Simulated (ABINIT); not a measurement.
# Quasiparticle gap of MgS (F-43m) in ABINIT, part 2 of 3

Wanted: ground state, empty states, screening and self-energy for MgS (F-43m).

ABINIT 10.8.3; LDA and many-body steps on it, plane waves. Known limits of the many-body steps: not at the basis limit; coarse k mesh.

So far. Step 2 (Ground state): The gap is direct, at Γ.

## 3. Bands along the symmetry lines

Level of this step: DFT, LDA, plane waves, norm-conserving pseudopotentials (ABINIT).

The cheap functional maps the bands first; the places of the edges decide which points the dearer methods must see.

run.abi reads:

```
acell 3*1.0 Angstrom
rprim 
  -0.000000000000 2.833120046800 2.833120046800
  2.833120046800 0.000000000000 2.833120046800
  2.833120046800 2.833120046800 -0.000000000000
ntypat 2
znucl 12 16
natom 2
typat 1 2
xred 
  0.000000000000 0.000000000000 0.000000000000
  0.750000000000 0.750000000000 0.750000000000
pp_dirpath "pseudos"
pseudos "Mg.upf, S.upf"
ecut 38
iscf -2
irdden 1
kptopt 0
nkpt 50
kpt 
  0.00000000 0.00000000 0.00000000
  -0.06250000 -0.06250000 0.00000000
  -0.12500000 -0.12500000 0.00000000
  -0.18750000 -0.18750000 0.00000000
  -0.25000000 -0.25000000 0.00000000
  -0.31250000 -0.31250000 0.00000000
  -0.37500000 -0.37500000 0.00000000
  -0.43750000 -0.43750000 0.00000000
  -0.50000000 -0.50000000 0.00000000
  -0.48437500 -0.48437500 0.03125000
  -0.46875000 -0.46875000 0.06250000
  -0.45312500 -0.45312500 0.09375000
  -0.43750000 -0.43750000 0.12500000
  -0.42187500 -0.42187500 0.15625000
  -0.40625000 -0.40625000 0.18750000
  -0.39062500 -0.39062500 0.21875000
  -0.37500000 -0.37500000 0.25000000
  -0.37500000 0.00000000 0.37500000
  -0.32812500 0.00000000 0.32812500
  -0.28125000 0.00000000 0.28125000
  -0.23437500 0.00000000 0.23437500
  -0.18750000 0.00000000 0.18750000
  -0.14062500 0.00000000 0.14062500
  -0.09375000 0.00000000 0.09375000
  -0.04687500 0.00000000 0.04687500
  0.00000000 0.00000000 0.00000000
  0.00000000 0.00000000 0.06250000
  0.00000000 0.00000000 0.12500000
  0.00000000 0.00000000 0.18750000
  0.00000000 0.00000000 0.25000000
  0.00000000 0.00000000 0.31250000
  0.00000000 0.00000000 0.37500000
  0.00000000 0.00000000 0.43750000
  0.00000000 0.00000000 0.50000000
  -0.06250000 -0.03125000 0.46875000
  -0.12500000 -0.06250000 0.43750000
  -0.18750000 -0.09375000 0.40625000
  -0.25000000 -0.12500000 0.37500000
  -0.31250000 -0.15625000 0.34375000
  -0.37500000 -0.18750000 0.31250000
  -0.43750000 -0.21875000 0.28125000
  -0.50000000 -0.25000000 0.25000000
  -0.50000000 -0.28125000 0.21875000
  -0.50000000 -0.31250000 0.18750000
  -0.50000000 -0.34375000 0.15625000
  -0.50000000 -0.37500000 0.12500000
  -0.50000000 -0.40625000 0.09375000
  -0.50000000 -0.43750000 0.06250000
  -0.50000000 -0.46875000 0.03125000
  -0.50000000 -0.50000000 0.00000000
istwfk *1
nband 15
nbdbuf 2
tolwfr 1e-08
nstep 40
prtwf 0
prtvol 0
indata_prefix "in"
outdata_prefix "out"
tmpdata_prefix "tmp"
```

Started as:

```
$ OMP_NUM_THREADS=1 mpirun -n 4 abinit run.abi > log
```

Numbers of over 12 decimals in the logs are rounded to 6 here.

Output:

```text
.Version 10.8.3 of ABINIT. v10.8.2 released Aug 2026.

 Symmetries : space group F-4 3 m (#216); Bravais cF (face-center cubic)
[... echo of the input left out ...]
== DATASET  1 ==================================================================
-   mpi_nproc: 4, omp_nthreads: 1 (-1 if OMP is not activated)

--- !DatasetInfo
iteration_state: {dtset: 1, }
dimensions: {natom: 2, nkpt: 50, mband: 15, nsppol: 1, nspinor: 1, nspden: 1, mpw: 3479, }
cutoff_energies: {ecut:  38.0, pawecutdg:  -1.0, }
electrons: {nelect:   1.60000000E+01, charge:   0.00000000E+00, occopt:   1.00000000E+00, tsmear:   1.00000000E-02, }

 Real(R)+Recip(G) space primitive vectors, cartesian coordinates (Bohr,Bohr^-1):
 R(1)=  0.0000000  5.3538210  5.3538210  G(1)= -0.0933912  0.0933912  0.0933912
 R(2)=  5.3538210  0.0000000  5.3538210  G(2)=  0.0933912 -0.0933912  0.0933912
 R(3)=  5.3538210  5.3538210  0.0000000  G(3)=  0.0933912  0.0933912 -0.0933912
 Unit cell volume ucvol=  3.0691741E+02 bohr^3
 Angles (23,13,12)=  6.00000000E+01  6.00000000E+01  6.00000000E+01 degrees

 getcut: wavevector=  0.0000  0.0000  0.0000  ngfft=  45  45  45
         ecut(hartree)=     38.000   => boxcut(ratio)=   2.09419

--- Pseudopotential description ------------------------------------------------
- Mg Generated using ONCVPSP code by D. R. Hamann
- 12.00000  10.00000  180309                  znucl, zion, pspdat
12 -1012 1 -1 1510                            pspcod,pspxc,lmax,lloc,mmax
     nproj     2     2     0
  pspatm : epsatm=    9.23542517
         --- l  ekb(1:nproj) -->
             0    2.239033   -0.828749
             1   -6.545315   -2.523783
 pspatm: atomic psp has been read  and splines computed

- S Generated using ONCVPSP code by D. R. Hamann
- 16.00000   6.00000  180309                  znucl, zion, pspdat
12 -1012 2 -1 1132                            pspcod,pspxc,lmax,lloc,mmax
     nproj     2     2     2
  pspatm : epsatm=    8.64647033
         --- l  ekb(1:nproj) -->
             0    6.829465    0.577472
[...]
pspatm: atomic psp has been read  and splines computed

--------------------------------------------------------------------------------

================================================================================
 prteigrs : about to open file out_EIG
 Non-SCF case, kpt    1 (  0.00000  0.00000  0.00000), residuals and eigenvalues=
  1.64E-09  1.40E-09  2.46E-09  3.05E-09  3.37E-09  1.40E-09  5.36E-09  9.61E-09
  3.02E-09  4.92E-09  4.06E-09  2.36E-09  6.35E-09  3.45E-09  3.82E-04
 -2.6399E+00 -1.4428E+00 -1.4428E+00 -1.4428E+00 -3.6548E-01  4.7946E-02
  4.7946E-02  4.7946E-02  1.6427E-01  3.3226E-01  3.3226E-01  3.3226E-01
[...]
Non-SCF case, kpt    2 ( -0.06250 -0.06250  0.00000), residuals and eigenvalues=
  1.96E-09  1.64E-09  7.52E-09  1.17E-09  8.09E-09  4.84E-09  2.46E-09  6.42E-09
[...]
2.52E-09  7.07E-09  1.21E-09  2.32E-09  9.66E-09  1.82E-09  1.32E-09  3.39E-09
  4.34E-09  4.09E-09  2.45E-09  3.46E-09  4.53E-09  7.14E-09  3.20E-06
[...]
Non-SCF case, kpt   49 ( -0.50000 -0.46875  0.03125), residuals and eigenvalues=
[...]
Non-SCF case, kpt   50 ( -0.50000 -0.50000  0.00000), residuals and eigenvalues=
[...]
-2.6399E+00 -1.4429E+00 -1.4429E+00 -1.4429E+00 -3.3149E-01 -5.7902E-02
  9.1987E-03  9.1987E-03  1.8259E-01  2.4722E-01  4.4677E-01  4.8902E-01
[...]
--- !ResultsGS
iteration_state: {dtset: 1, }
comment   : Summary of ground state results
lattice_vectors:
- [ -0.0000000,   5.3538210,   5.3538210, ]
- [  5.3538210,   0.0000000,   5.3538210, ]
- [  5.3538210,   5.3538210,  -0.0000000, ]
lattice_lengths: [   7.57145,    7.57145,    7.57145, ]
lattice_angles: [ 60.000,  60.000,  60.000, ] # degrees, (23, 13, 12)
lattice_volume:   3.0691741E+02
convergence: {deltae:  0.000E+00, res2:  0.000E+00, residm:  9.958E-09, diffor:  0.000E+00, }
etotal    :  -7.04424716E+01
entropy   :   0.00000000E+00
fermie    :   4.79460379E-02
cartesian_stress_tensor: null
pressure_GPa: null
xred      :
- [  0.0000E+00,   0.0000E+00,   0.0000E+00, Mg]
- [  7.5000E-01,   7.5000E-01,   7.5000E-01,  S]
cartesian_forces: null
force_length_stats: {min: null, max: null, mean: null, }

 Integrated electronic density in atomic spheres:
 ------------------------------------------------
 Atom  Sphere_radius  Integrated_density
[...]
================================================================================

 ----iterations are completed or convergence reached----

 Mean square residual over all n,k,spin=   46.979E-10; max=  99.583E-10
 reduced coordinates (array xred) for    2 atoms
       0.000000000000      0.000000000000      0.000000000000
       0.750000000000      0.750000000000      0.750000000000

 cartesian coordinates (angstrom) at end:
    1      0.000000     0.000000     0.000000
    2      4.249680     4.249680     4.249680
 length scales=  1.889726125908  1.889726125908  1.889726125908 bohr
              =  1.000000000000  1.000000000000  1.000000000000 angstroms
 prteigrs : about to open file out_EIG
 Eigenvalues (hartree) for nkpt=  50  k points:
 kpt#   1, nband= 15, wtk=  1.00000, kpt=  0.0000  0.0000  0.0000 (reduced coord)
[...]
kpt#   2, nband= 15, wtk=  1.00000, kpt= -0.0625 -0.0625  0.0000 (reduced coord)
[...]
kpt#   3, nband= 15, wtk=  1.00000, kpt= -0.1250 -0.1250  0.0000 (reduced coord)
[...]
kpt#  49, nband= 15, wtk=  1.00000, kpt= -0.5000 -0.4687  0.0313 (reduced coord)
  -2.63991   -1.44293   -1.44288   -1.44288   -0.33148   -0.05747    0.00830    0.00871
   0.18435    0.24899    0.44378    0.48010    0.48938    0.54908    0.55543
 kpt#  50, nband= 15, wtk=  1.00000, kpt= -0.5000 -0.5000  0.0000 (reduced coord)
  -2.63991   -1.44292   -1.44287   -1.44287   -0.33149   -0.05790    0.00920    0.00920
   0.18259    0.24722    0.44677    0.48902    0.48902    0.54998    0.55297

== END DATASET(S) ==============================================================
================================================================================

 -outvars: echo values of variables after computation  --------
            nband          15
             nkpt          50
          spgroup         216
 [... the other variables as echoed above ...]

 Calculation completed.
```

The job ended after 10 s (4 MPI ranks of Intel Xeon Platinum 8488C (Sapphire Rapids), shared host; peak memory 0.33 GiB; 38 s of CPU time).

This step gave:

* gap: 3.165 eV
* k of the valence top: 0, 0, 0
* k of the conduction bottom: 0, 0, 0
* least direct gap: 3.165 eV

The gap is 3.165 eV, as in the run before at this level.

Electronic bands along the path, in eV, zero at the top of the highest filled band; v1 is the highest filled band, c1 the lowest empty one:

```
    point      v4     v3     v2     v1    c1    c2     c3     c4
        Γ  -11.25   0.00   0.00   0.00  3.17  7.74   7.74   7.74
  halfway  -10.82  -1.80  -0.58  -0.58  4.93  6.29   8.20   9.26
        X  -10.33  -2.88  -1.05  -1.05  3.66  5.42  10.85  12.00
  halfway  -10.32  -2.79  -1.37  -1.00  3.99  5.81  10.31  11.13
        U  -10.34  -2.55  -1.92  -0.83  4.62  6.77   9.33   9.96
jump to K  -10.34  -2.55  -1.92  -0.83  4.62  6.77   9.33   9.96
  halfway  -10.79  -2.08  -0.88  -0.16  5.58  7.05   7.54   8.36
        Γ  -11.25   0.00   0.00   0.00  3.17  7.74   7.74   7.74
  halfway  -10.93  -1.91  -0.18  -0.18  4.71  7.56   7.96   7.96
        L  -10.55  -3.20  -0.33  -0.33  4.85  7.45   7.45   8.36
  halfway  -10.44  -2.85  -1.33  -0.66  5.85  6.26   8.51   8.67
        W  -10.32  -2.36  -1.88  -1.36  5.35  7.70   7.98   8.30
  halfway  -10.32  -2.70  -1.39  -1.22  4.35  6.14   9.79   9.94
        X  -10.33  -2.88  -1.05  -1.05  3.66  5.42  10.85  12.00
```

The electronic bands as a text plot (rows in eV, shown from -8.0 to 8.6 only):

```
    8.3 |  +++++           ++++++++++      ++  +++++ +++++++
    7.6 |++                   +++++++++++++++++++++++    +++
    6.9 |  +++            +++++++++               +++  ++   +
    6.2 |     ++++      ++    ++                     ++      +
    5.5 |         ++++++    ++  +                   ++++++++  +++
    4.8 |    +++++        ++     ++         ++++++++        +
    4.1 |  ++     +    +++         ++    +++                 +++
    3.4 |++        ++++              ++++                       +
    2.7 |
    2.1 |
    1.4 |
    0.7 |
    0.0 |****                 **********************
   -0.7 |  *******************  *****    **       *******
   -1.4 |    *        ***   **** **        *          ** ********
   -2.1 |     ****       ***  ***           ***         ****
   -2.8 |         ************                 **   *****   *****
   -3.5 |                                        ***
   -4.2 |
   -4.9 |
   -5.6 |
   -6.3 |
   -7.0 |
   -7.7 |
         Γ           X  U|K            Γ         L        W     X
```

## 4. Empty states on the mesh, 4×4×4 mesh, 42 bands

The sums over transitions need many empty states on a uniform mesh; this step solves for them.

run.abi reads:

```
acell 3*1.0 Angstrom
rprim 
  -0.000000000000 2.833120046800 2.833120046800
  2.833120046800 0.000000000000 2.833120046800
  2.833120046800 2.833120046800 -0.000000000000
ntypat 2
znucl 12 16
natom 2
typat 1 2
xred 
  0.000000000000 0.000000000000 0.000000000000
  0.750000000000 0.750000000000 0.750000000000
pp_dirpath "pseudos"
pseudos "Mg.upf, S.upf"
ecut 38
ngkpt 4 4 4
nshiftk 1
shiftk 0 0 0
kptopt 1
chksymbreak 0
iscf -2
irdden 1
istwfk *1
nband 42
nbdbuf 4
tolwfr 1e-09
nstep 60
prtvol 0
indata_prefix "in"
outdata_prefix "out"
tmpdata_prefix "tmp"
```

Output:

```text
.Version 10.8.3 of ABINIT. v10.8.2 released Aug 2026.

 Symmetries : space group F-4 3 m (#216); Bravais cF (face-center cubic)
[... echo of the input left out ...]
== DATASET  1 ==================================================================
-   mpi_nproc: 4, omp_nthreads: 1 (-1 if OMP is not activated)

--- !DatasetInfo
iteration_state: {dtset: 1, }
dimensions: {natom: 2, nkpt: 8, mband: 42, nsppol: 1, nspinor: 1, nspden: 1, mpw: 3479, }
cutoff_energies: {ecut:  38.0, pawecutdg:  -1.0, }
electrons: {nelect:   1.60000000E+01, charge:   0.00000000E+00, occopt:   1.00000000E+00, tsmear:   1.00000000E-02, }

 Real(R)+Recip(G) space primitive vectors, cartesian coordinates (Bohr,Bohr^-1):
 R(1)=  0.0000000  5.3538210  5.3538210  G(1)= -0.0933912  0.0933912  0.0933912
 R(2)=  5.3538210  0.0000000  5.3538210  G(2)=  0.0933912 -0.0933912  0.0933912
 R(3)=  5.3538210  5.3538210  0.0000000  G(3)=  0.0933912  0.0933912 -0.0933912
 Unit cell volume ucvol=  3.0691741E+02 bohr^3
 Angles (23,13,12)=  6.00000000E+01  6.00000000E+01  6.00000000E+01 degrees

 getcut: wavevector=  0.0000  0.0000  0.0000  ngfft=  45  45  45
         ecut(hartree)=     38.000   => boxcut(ratio)=   2.09419

--- Pseudopotential description ------------------------------------------------
- Mg Generated using ONCVPSP code by D. R. Hamann
- 12.00000  10.00000  180309                  znucl, zion, pspdat
12 -1012 1 -1 1510                            pspcod,pspxc,lmax,lloc,mmax
     nproj     2     2     0
  pspatm : epsatm=    9.23542517
         --- l  ekb(1:nproj) -->
             0    2.239033   -0.828749
             1   -6.545315   -2.523783
 pspatm: atomic psp has been read  and splines computed

- S Generated using ONCVPSP code by D. R. Hamann
- 16.00000   6.00000  180309                  znucl, zion, pspdat
12 -1012 2 -1 1132                            pspcod,pspxc,lmax,lloc,mmax
     nproj     2     2     2
  pspatm : epsatm=    8.64647033
         --- l  ekb(1:nproj) -->
             0    6.829465    0.577472
[...]
pspatm: atomic psp has been read  and splines computed

--------------------------------------------------------------------------------

================================================================================
 prteigrs : about to open file out_EIG
 Non-SCF case, kpt    1 (  0.00000  0.00000  0.00000), residuals and eigenvalues=
  4.08E-10  1.69E-10  3.98E-10  7.43E-10  1.37E-10  9.76E-11  2.06E-10  3.44E-10
  8.05E-10  1.15E-10  3.03E-10  4.09E-10  5.23E-11  1.03E-10  5.78E-11  5.01E-11
  8.07E-11  4.95E-10  6.04E-11  7.04E-11  2.02E-10  3.03E-10  2.25E-10  3.58E-10
[...]
9.69E-08  2.72E-05
 -2.6399E+00 -1.4428E+00 -1.4428E+00 -1.4428E+00 -3.6548E-01  4.7946E-02
  4.7946E-02  4.7946E-02  1.6427E-01  3.3226E-01  3.3226E-01  3.3226E-01
  4.4110E-01  4.4110E-01  5.3836E-01  5.5032E-01  5.5032E-01  5.5032E-01
  6.7554E-01  9.2691E-01  9.2691E-01  9.2691E-01  9.7936E-01  9.7936E-01
  9.7936E-01  9.8531E-01  9.8531E-01  1.1821E+00  1.1821E+00  1.1821E+00
  1.3589E+00  1.3589E+00  1.3589E+00  1.4064E+00  1.4182E+00  1.4182E+00
  1.5579E+00  1.5579E+00  1.5579E+00  1.6061E+00  1.6061E+00  1.6656E+00
 prteigrs : prtvol=0 or 1, do not print more k-points.

--- !ResultsGS
iteration_state: {dtset: 1, }
comment   : Summary of ground state results
lattice_vectors:
- [ -0.0000000,   5.3538210,   5.3538210, ]
- [  5.3538210,   0.0000000,   5.3538210, ]
- [  5.3538210,   5.3538210,  -0.0000000, ]
lattice_lengths: [   7.57145,    7.57145,    7.57145, ]
lattice_angles: [ 60.000,  60.000,  60.000, ] # degrees, (23, 13, 12)
lattice_volume:   3.0691741E+02
convergence: {deltae:  0.000E+00, res2:  0.000E+00, residm:  9.973E-10, diffor:  0.000E+00, }
etotal    :  -7.04424716E+01
entropy   :   0.00000000E+00
fermie    :   4.79460379E-02
cartesian_stress_tensor: null
pressure_GPa: null
xred      :
- [  0.0000E+00,   0.0000E+00,   0.0000E+00, Mg]
- [  7.5000E-01,   7.5000E-01,   7.5000E-01,  S]
cartesian_forces: null
force_length_stats: {min: null, max: null, mean: null, }

 Integrated electronic density in atomic spheres:
 ------------------------------------------------
 Atom  Sphere_radius  Integrated_density
[...]
================================================================================

 ----iterations are completed or convergence reached----

 Mean square residual over all n,k,spin=   40.496E-11; max=  99.725E-11
 reduced coordinates (array xred) for    2 atoms
       0.000000000000      0.000000000000      0.000000000000
       0.750000000000      0.750000000000      0.750000000000

 cartesian coordinates (angstrom) at end:
    1      0.000000     0.000000     0.000000
    2      4.249680     4.249680     4.249680
 length scales=  1.889726125908  1.889726125908  1.889726125908 bohr
              =  1.000000000000  1.000000000000  1.000000000000 angstroms
 prteigrs : about to open file out_EIG
 Eigenvalues (hartree) for nkpt=   8  k points:
 kpt#   1, nband= 42, wtk=  0.01563, kpt=  0.0000  0.0000  0.0000 (reduced coord)
[...]
0.97936    0.98531    0.98531    1.18207    1.18207    1.18207    1.35895    1.35895
   1.35895    1.40639    1.41816    1.41816    1.55787    1.55787    1.55787    1.60610
   1.60610    1.66556
 prteigrs : prtvol=0 or 1, do not print more k-points.

== END DATASET(S) ==============================================================
================================================================================

 -outvars: echo values of variables after computation  --------
            nband          42
             nkpt           8
          spgroup         216
 [... the other variables as echoed above ...]

 Calculation completed.
```

Wall time 6.5 s (4 MPI ranks); peak memory 0.31 GiB.

This step gave:

* gap: 3.165 eV
* k of the valence top: 0, 0, 0
* k of the conduction bottom: 0, 0, 0
* least direct gap: 3.165 eV
* k points computed: 8
* lowest point of the top converged band, above the valence top: 37.95 eV

On this mesh the gap is 3.165 eV.

## 5. Screening, 4×4×4 mesh, 38 bands, screening to 106.1 eV

The RPA dielectric matrix is built and inverted for each q.

This step: RPA screening on LDA, plane waves, norm-conserving pseudopotentials.

Edit run.abi of step 4 so:

```diff
@@ -20,10 +20,11 @@
 chksymbreak 0
-iscf -2
-irdden 1
 istwfk *1
-nband 42
-nbdbuf 4
-tolwfr 1e-09
-nstep 60
-prtvol 0
+occopt 1
+irdwfk 1
+optdriver 3
+nband 38
+ecuteps 3.9
+inclvkb 2
+awtr 1
+symchi 1
 indata_prefix "in"
```

Output:

```text
.Version 10.8.3 of ABINIT. v10.8.2 released Aug 2026.

 Symmetries : space group F-4 3 m (#216); Bravais cF (face-center cubic)
[... echo of the input left out ...]
== DATASET  1 ==================================================================
-   mpi_nproc: 4, omp_nthreads: 1 (-1 if OMP is not activated)

--- !DatasetInfo
iteration_state: {dtset: 1, }
dimensions: {natom: 2, nkpt: 8, mband: 38, nsppol: 1, nspinor: 1, nspden: 1, mpw: 3479, }
cutoff_energies: {ecut:  38.0, pawecutdg:  -1.0, }
electrons: {nelect:   1.60000000E+01, charge:   0.00000000E+00, occopt:   1.00000000E+00, tsmear:   1.00000000E-02, }

 SCREENING: Calculation of the susceptibility and dielectric matrices

 Based on a program developped by R.W. Godby, V. Olevano, G. Onida, and L. Reining.
 Incorporated in ABINIT by V. Olevano, G.-M. Rignanese, and M. Torrent.
.Using double precision arithmetic ; gwpc =  8

[... cell and pseudopotentials left out ...]
--------------------------------------------------------------------------------

 ==== K-mesh for the wavefunctions ====
 Number of points in the irreducible wedge :     8
[... list of points left out ...]
 Together with 24 symmetry operations and time-reversal symmetry
 yields    64 points in the full Brillouin Zone.

 ==== Q-mesh for the screening function ====
 Number of points in the irreducible wedge :     8
[... list of points left out ...]
 Together with 24 symmetry operations and time-reversal symmetry
 yields    64 points in the full Brillouin Zone.

 setmesh: FFT mesh size selected  =    27x   27x   27
          total number of points  =        19683

 vcoul_init : cutoff-mode = AUXILIARY_FUNCTION
 q-points for optical limit:   1
     1)      0.000010    0.000020    0.000030

- screening: taking advantage of time-reversal symmetry
- Maximum band index for partially occupied states nbvw = 8
- Remaining bands to be divided among processors   nbcw = 30
- Number of bands treated by each node ~7

 Number of electrons calculated from density =   16.0000; Expected =   16.0000
 average of density, n =  0.052131
 r_s =    1.6606
 omega_plasma =   22.0244 [eV]

 calculating chi0 at frequencies [eV] :
  1    0.000000E+00    0.000000E+00
  2    0.000000E+00    2.202444E+01

--------------------------------------------------------------------------------
  q-point number  1        q = ( 0.000000, 0.000000, 0.000000) [r.l.u.]
--------------------------------------------------------------------------------
[... chi0 elements left out ...]
 For q-point:  0.000010 0.000020 0.000030
  dielectric constant =   4.3970
  dielectric constant without local fields =   5.1749

  Average fulfillment of the sum rule on Im[epsilon] for q-point    1 :     38.07  [%]
[... wings left out ...]
  q-point number  2        q = ( 0.250000, 0.000000, 0.000000) [r.l.u.]
--------------------------------------------------------------------------------
[... chi0 elements left out ...]
  Average fulfillment of the sum rule on Im[epsilon] for q-point    2 :     49.97  [%]

 [... 6 further q-points ...]
```

Run time: 6 s. Hardware: 4 MPI ranks; peak memory 0.52 GiB.

This step gave:

```
ε∞ with local fields, on this mesh, along the program's q direction : 4.397
the same without local fields                                       : 5.175
plasma frequency                                                    : 22.02 eV
plane waves in the screening matrix                                 : 113
```

Local fields lower ε∞ by 15 %. On a Γ-centred mesh this coarse the value itself is usually too large, while a short band sum pulls it down.

[end of part 2 of 3]

[Paths, hosts, dates, memory and timing lines, banners, echoed tables and standing remarks are left out of the program output.]

[Logs are printed without paths, hosts, clocks, repeated set-up lines and the standing remarks that a program may print on its own settings, such as how far it seeks lower states.]

[Runs of the session that timed out or met a known fault of the program may be left out.]

[Hosts, paths, dates, database ids (printed as entryN), source tags and the programs' standing remarks are cut or masked in the printed files.]

[G0W0 gaps are taken among the corrected bands and points alone; a level outside them can change the order at an edge.]

[Where Ansatz stands beside ABINIT at settings called matched, ABINIT's density can come from a denser mesh and the files from another edition; pairs whose starting gaps differed by over 0.03 eV were left out, so agreement reads better than it is.]
